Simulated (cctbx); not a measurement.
# Reading a Patterson map

Space group Pm-3n (no. 223), a = 9.7680 Å, b = 9.7680 Å, c = 9.7680 Å, α = 90.00°, β = 90.00°, γ = 90.00°, content Sm6 Sn24 Ru8 Al2.

Simulated single-crystal data (cctbx): Mo Kα, λ = 0.71073 Å, to d = 0.75 Å, 95 % of the full sphere, strongest reflection 5000 counts, noise from counting, a 3 % proportional error and a noise floor of 2 counts (s.d.); no absorption.

Patterson synthesis, origin scaled to 1000:

```text
Patterson group P m -3 m
      u       v       w   height  length (A)
  0.000   0.000   0.000   1000.0     0.00
  0.000   0.000   0.500    226.0     4.88
  0.245   0.245   0.500    183.1     5.94
  0.201   0.201   0.201    149.4     3.40
  0.349   0.349   0.500    137.2     6.86
  0.500   0.500   0.500    126.8     8.46
  0.000   0.500   0.500    123.2     6.91
  0.000   0.000   0.322    122.8     3.14
  0.000   0.000   0.399    102.4     3.90
  0.151   0.151   0.289     95.2     3.51
  0.000   0.250   0.250     90.5     3.46
  0.102   0.283   0.500     61.0     5.70
  0.286   0.404   0.500     59.7     6.87
  0.000   0.340   0.449     59.1     5.50
```

**Question.** Which atom pairs make the peaks, and where is the heaviest atom?

A peak at u stands for all pairs with xi − xj = u, with weight Σ ZiZj against Σ Z² = 98890 at the origin. Peak heights follow these weights only roughly, since form factors, motion and series ripples differ, all vectors within 0.55 Å of a peak are counted as merged into it though the farther ones add only part of their weight, and F(000) is left out, which lowers the whole map:

| u | v | w | shortest length (Å) | height | 1000 ΣZiZj/ΣZ² | pairs in the cell |
| --- | --- | --- | --- | --- | --- | --- |
| 0.000 | 0.000 | 0.500 | 4.88 | 226 | 234 | 8 × Ru–Ru, 2 × Sm–Sm |
| 0.245 | 0.245 | 0.500 | 5.94 | 183 | 188 | 4 × Sm–Ru, 2 × Sm–Sm |
| 0.201 | 0.201 | 0.201 | 3.40 | 149 | 152 | 6 × Sn–Sn |
| 0.349 | 0.349 | 0.500 | 6.86 | 137 | 152 | 6 × Sn–Sn |
| 0.500 | 0.500 | 0.500 | 8.46 | 127 | 160 | 8 × Ru–Ru, 2 × Al–Al |
| 0.000 | 0.500 | 0.500 | 6.91 | 123 | 157 | 8 × Ru–Ru |
| 0.000 | 0.000 | 0.322 | 3.15 | 123 | 352 | 8 × Sm–Sn, 4 × Sn–Sn |
| 0.000 | 0.000 | 0.399 | 3.90 | 102 | 101 | 4 × Sn–Sn |
| 0.151 | 0.151 | 0.289 | 3.51 | 95 | 101 | 4 × Sn–Sn |
| 0.000 | 0.250 | 0.250 | 3.45 | 90 | 110 | 4 × Sm–Ru |

The table stops at ten peaks or at a height of 45, below which ripples compete. In the model behind the data Sm, the heaviest element, has 1 independent site: (1/4, 1/2, 0), up to an allowed shift of origin; the Sm–Sm vectors are differences of these positions and their symmetry mates. The whole model:

```csv
atom,mult.,x,y,z,Ueq (Å²)
Sm1,6,1/4,1/2,0,0.0075
Sn1,24,0,0.7044,0.8478,0.0069
Ru1,8,3/4,3/4,3/4,0.0065
Al1,2,0,0,0,0.0116
```

The model was made for the exercise: a known structure type with other elements put in, its volume estimated, not relaxed; displacement parameters are assumed.

[Logs are printed without paths, hosts, clocks, repeated set-up lines and the standing remarks that a program may print on its own settings, such as how far it seeks lower states.]
